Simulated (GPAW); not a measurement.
The O K edge of atom 2 in CSO (Cm), with 1 C at 1.18 Å (terminal, site symmetry m), was computed in 3 ways: excited-electron core hole (neutral cell), full core hole (charged cell) and no core hole. Program and functional: GPAW, LDA, Gaussian full width 0.9 eV up to 4 eV, rising linearly to 3.5 eV at 25 eV; cells of 3 and 12 atoms (the run without a hole in the smaller).

Each run is counted from its own lowest empty level or Fermi level and scaled to a mean of 1 over its first 20 eV.

```tsv
E (eV)	run 1	run 2	run 3
-2.0	0.00	0.00	0.00
-1.5	0.00	0.00	0.00
-1.0	0.03	0.12	0.17
-0.5	0.78	1.87	2.49
0.0	4.47	5.49	6.42
0.5	6.43	3.20	3.00
1.0	2.62	0.73	0.25
1.5	0.44	0.33	0.02
2.0	0.35	0.55	0.41
2.5	0.51	0.83	1.65
3.0	0.65	0.91	1.52
3.5	0.89	0.97	0.71
4.0	0.66	0.93	0.31
4.5	0.57	0.58	0.17
5.0	0.71	0.65	0.24
5.5	0.65	0.70	0.40
6.0	0.49	0.59	0.54
6.5	0.40	0.49	0.59
7.0	0.42	0.48	0.68
7.5	0.54	0.61	0.84
8.0	0.65	0.78	0.89
8.5	0.71	0.89	0.85
9.0	0.72	0.94	0.88
9.5	0.74	0.99	1.03
10.0	0.78	1.04	1.19
10.5	0.85	1.10	1.25
11.0	0.93	1.17	1.22
11.5	1.02	1.26	1.18
12.0	1.11	1.33	1.16
12.5	1.11	1.32	1.15
13.0	1.03	1.22	1.16
13.5	0.93	1.09	1.17
14.0	0.89	1.03	1.17
14.5	0.91	1.04	1.15
15.0	0.93	1.06	1.11
15.5	0.93	1.06	1.07
16.0	0.90	1.02	1.05
16.5	0.87	0.96	1.06
17.0	0.84	0.91	1.06
17.5	0.82	0.88	1.04
18.0	0.82	0.87	0.99
18.5	0.82	0.88	0.93
19.0	0.83	0.88	0.88
19.5	0.83	0.88	0.85
20.0	0.84	0.88	0.84
20.5	0.84	0.88	0.84
21.0	0.83	0.87	0.86
21.5	0.82	0.86	0.87
22.0	0.81	0.84	0.87
22.5	0.79	0.82	0.88
23.0	0.76	0.80	0.87
23.5	0.74	0.78	0.86
24.0	0.73	0.78	0.85
24.5	0.72	0.78	0.83
25.0	0.73	0.79	0.82
25.5	0.74	0.81	0.82
26.0	0.77	0.84	0.82
26.5	0.80	0.88	0.83
27.0	0.83	0.91	0.85
27.5	0.85	0.93	0.87
28.0	0.87	0.94	0.89
28.5	0.88	0.93	0.91
29.0	0.88	0.92	0.93
29.5	0.87	0.89	0.95
30.0	0.85	0.86	0.95
30.5	0.82	0.83	0.94
31.0	0.79	0.80	0.91
31.5	0.77	0.77	0.87
32.0	0.74	0.74	0.83
```

Question: Which run is which?

Run 1: no core hole (area from −2 to 6 eV 10.0, main maxima 0.4 eV (6.63), 3.5 eV (0.89), 5.1 eV (0.71) and 12.3 eV (1.12)). Run 2: excited-electron core hole (neutral cell) (area from −2 to 6 eV 9.1, main maxima 0.1 eV (5.57), 3.7 eV (1.01), 5.3 eV (0.71) and 12.2 eV (1.34)). Run 3: full core hole (charged cell) (area from −2 to 6 eV 9.0, main maxima 0.0 eV (6.42), 2.7 eV (1.86) and 10.5 eV (1.25)). With each curve scaled to its own mean, the area from −2 to 6 eV with the hole is 9.1 against 10.0, and the centre of weight from −1 to 20 eV moves by +0.7 eV (first and strongest maxima below 20 eV: 0.4 eV (6.63), 3.5 eV (0.89) and 12.3 eV (1.12) without the hole, 0.1 eV (5.57), 3.7 eV (1.01) and 12.2 eV (1.34) with it): the weight at the onset falls, probably as the absorber's own filled states drop away from the neighbours' empty ones and mix less with them.

[Banner, clock and machine lines of the logs are left out without a mark of their own.]

[Logs are printed without paths, hosts, clocks, repeated set-up lines and the standing remarks that a program may print on its own settings, such as how far it seeks lower states.]

[Hosts, paths, dates, database ids (printed as entryN), source tags and the programs' standing remarks are cut or masked in the printed files.]

[Lists of maxima count a maximum above −3 eV only where it reaches 4 % of the highest in the window and stands out from its surroundings by 2 % of it (1.5 % where it reaches 55 %); shoulders and weaker maxima are passed over, and of the rest the first, up to two pre-edge ones and the few strongest are named.]
